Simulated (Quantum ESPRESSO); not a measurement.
## CdF2 (Fm-3m): from Born charge to LO-TO splitting

Wanted: the LO mode of CdF2 (Fm-3m) from the TO mode and the field response.

Method: DFT LDA, scalar-relativistic, plane waves, PseudoDojo norm-conserving pseudopotentials, in Quantum ESPRESSO 7.5.

**1. The relaxed structure**

The structure is cubic, space group Fm-3m (No. 225). The conventional cell has a = 5.298 Å, b = 5.298 Å, c = 5.298 Å, α = 90.00°, β = 90.00°, γ = 90.00°. Nearest to Cd lie 8 F at 2.29 Å. Nearest to F lie 4 Cd at 2.29 Å. Farther neighbours and most contacts between anions are not listed.

This is the cell after its relaxation at this level of theory, not the database cell from which that began.

**2. What the response run gave**

A linear-response run on the relaxed cell, with the response to an electric field; only its zone-centre results are used. Cutoff 112 Ry, k mesh 8×8×8.

Output:

```text
[banners, grids, parts of the stress and lines that vanish by symmetry left out]
Program PHONON v.7.5
     Reading xml data from directory:

[...]
Exchange-correlation= PW
                           (   1   4   0   0   0   0   0)
[...]
kinetic-energy cut-off    =     112.0000  Ry
     charge density cut-off    =     448.0000  Ry
     convergence threshold     =      1.0E-18
[...]
Exchange-correlation= PW
                           (   1   4   0   0   0   0   0)
[...]
q = (   0.0000000   0.0000000   0.0000000 )
     49 Sym.Ops. (with q -> -q+G )
     G cutoff = 1137.4563  (  39957 G-vectors)     FFT grid: ( 48, 48, 48)
     number of k points=    29
[...]
Mode symmetry, O_h (m-3m)  point group:
[...]
Dielectric constant
[...]
End of electric fields calculation
          Dielectric constant in cartesian axis
          (       2.916618647      -0.000000000       0.000000000 )
          (      -0.000000000       2.916618647       0.000000000 )
          (       0.000000000       0.000000000       2.916618647 )
          Effective charges (d Force / dE) in cartesian axis without acoustic sum rule applied (asr)
           atom    1  Cd    Mean Z*:        2.45250
      Ex  (        2.45250       -0.00000        0.00000 )
      Ey  (       -0.00000        2.45250       -0.00000 )
      Ez  (       -0.00000       -0.00000        2.45250 )
           atom    2  F     Mean Z*:       -1.22590
      Ex  (       -1.22590        0.00000       -0.00000 )
      Ey  (        0.00000       -1.22590       -0.00000 )
      Ez  (       -0.00000       -0.00000       -1.22590 )
           atom    3  F     Mean Z*:       -1.22590
      Ex  (       -1.22590        0.00000        0.00000 )
      Ey  (       -0.00000       -1.22590        0.00000 )
      Ez  (        0.00000        0.00000       -1.22590 )
          Effective charges Sum: Mean:        0.00070
[...]
Effective charges (d Force / dE) in cartesian axis with asr applied:
           atom    1  Cd    Mean Z*:        2.45227
[...]
atom    2  F     Mean Z*:       -1.22614
[...]
atom    3  F     Mean Z*:       -1.22614
[...]
Representation #   1 modes #   1   2   3
[...]
End of self-consistent calculation
     Convergence has been achieved
     Representation #   2 modes #   4   5   6
[...]
End of self-consistent calculation
     Convergence has been achieved
     Representation #   3 modes #   7   8   9
[...]
End of self-consistent calculation
     Convergence has been achieved
[...]
Dielectric constant in cartesian axis
          (       2.916618647      -0.000000000       0.000000000 )
          (      -0.000000000       2.916618647       0.000000000 )
          (       0.000000000       0.000000000       2.916618647 )
          Effective charges (d Force / dE) in cartesian axis without acoustic sum rule applied (asr)
           atom    1  Cd    Mean Z*:        2.45250
      Ex  (        2.45250       -0.00000        0.00000 )
      Ey  (       -0.00000        2.45250       -0.00000 )
      Ez  (       -0.00000       -0.00000        2.45250 )
           atom    2  F     Mean Z*:       -1.22590
      Ex  (       -1.22590        0.00000       -0.00000 )
      Ey  (        0.00000       -1.22590       -0.00000 )
      Ez  (       -0.00000       -0.00000       -1.22590 )
           atom    3  F     Mean Z*:       -1.22590
      Ex  (       -1.22590        0.00000        0.00000 )
      Ey  (       -0.00000       -1.22590        0.00000 )
      Ez  (        0.00000        0.00000       -1.22590 )
          Effective charges Sum: Mean:        0.00070
[...]
Effective charges (d Force / dE) in cartesian axis with asr applied:
           atom    1  Cd    Mean Z*:        2.45227
[...]
atom    2  F     Mean Z*:       -1.22614
[...]
atom    3  F     Mean Z*:       -1.22614
[...]
q = (    0.000000000   0.000000000   0.000000000 )
[...]
freq (    1) =      -0.068139 [THz] =      -2.272863 [cm-1]
     freq (    2) =      -0.068139 [THz] =      -2.272863 [cm-1]
     freq (    3) =      -0.068139 [THz] =      -2.272863 [cm-1]
     freq (    4) =       7.142475 [THz] =     238.247321 [cm-1]
     freq (    5) =       7.142475 [THz] =     238.247321 [cm-1]
     freq (    6) =       7.142475 [THz] =     238.247321 [cm-1]
     freq (    7) =       9.555448 [THz] =     318.735439 [cm-1]
     freq (    8) =       9.555448 [THz] =     318.735439 [cm-1]
     freq (    9) =       9.555448 [THz] =     318.735439 [cm-1]
[...]
Mode symmetry, O_h (m-3m)  point group:
     freq (   1-   3) =         -2.3  [cm-1]   --> T_1u G_15  G_4- I
     freq (   4-   6) =        238.2  [cm-1]   --> T_1u G_15  G_4- I
     freq (   7-   9) =        318.7  [cm-1]   --> T_2g G_25' G_5+ R

   JOB DONE.
```

```
                       quantity    value
             cell volume Ω (Å³)   37.176
                 mass of Cd (u)  112.414
                  mass of F (u)   18.998
     Born charge of Cd, raw (e)    2.453
      Born charge of F, raw (e)   -1.226
                             ε∞    2.917
ω(TO) after the sum rule (cm⁻¹)    238.3
```

**3. The calculation**

The charges must sum to zero over the cell; taking off their mean, 0.000 e, leaves Z* = 2.452 e on Cd. In the polar mode Cd moves against the two F, so the reduced mass is μ = 112.41 × 38.00 / 150.41 = 28.398 u.

A longitudinal wave builds up a field that adds to the restoring force: ω(LO)² = ω(TO)² + 4π Z*² / (μ Ω ε∞), in Hartree atomic units. With μ = 51766 electron masses and Ω = 250.88 bohr³ the second term is 1.9951e-06 Ha², or 96100 cm⁻² (1 Ha = 219474.6 cm⁻¹).

So ω(LO) = √(56773 + 96100) = 391.0 cm⁻¹, and by the Lyddane-Sachs-Teller relation ε₀ = ε∞ (ω(LO)/ω(TO))² = 7.85.

**4. Check against the program**

The analysis program adds the same non-analytic term to the full matrix, here for q along (1 0 0).

Output:

```text
[banners, grids, parts of the stress and lines that vanish by symmetry left out]
[banner, memory and clock lines left out]
Program DYNMAT v.7.5

     Reading Dynamical Matrix from file g.dyn
     ...Force constants read
     ...epsilon and Z* read

     Polarizability (A^3 units)
     multiply by 0.610175 for Clausius-Mossotti correction
         5.670142   -0.000000    0.000000
        -0.000000    5.670142    0.000000
         0.000000    0.000000    5.670142

     IR activities are in (D/A)^2/amu units

# mode   [cm-1]    [THz]      IR
    1     -0.00   -0.0000    0.0000
    2     -0.00   -0.0000    0.0000
[...]
8    318.75    9.5560    0.0000
    9    390.99   11.7215    4.8856

[end of the log left out, with the tail of the file of modes that dynmat.x writes under the same name]
```

ε₀ comes from the program's run without a direction of q.

```
    quantity  by hand  program
ω(LO) (cm⁻¹)    391.0    391.0
          ε₀     7.85     7.85
```

**5. What came out**

```
TO mode                    : 238.3 cm⁻¹
LO mode                    : 391.0 cm⁻¹
static dielectric constant : 7.854
```

The LO mode of CdF2 (Fm-3m) lies at 391 cm⁻¹, 153 cm⁻¹ above the TO mode; the formula meets the program within 0.1 cm⁻¹, as it must for a cubic crystal with one polar mode. ω(LO)² − ω(TO)² goes with Z*²/ε∞: an error of 5 % in ε∞ would move the LO mode by 5.9 cm⁻¹, and semilocal functionals tend to overestimate ε∞. These are harmonic values at zero temperature, at the volume of this functional, for the structure held cubic; stability elsewhere in the zone is no part of this calculation.

[Host names and launcher messages were left out of these logs when they were recorded.]

[Logs are printed without paths, hosts, clocks, repeated set-up lines and the standing remarks that a program may print on its own settings, such as how far it seeks lower states.]

[Hosts, paths, dates, database ids (printed as entryN), source tags and the programs' standing remarks are cut or masked in the printed files.]
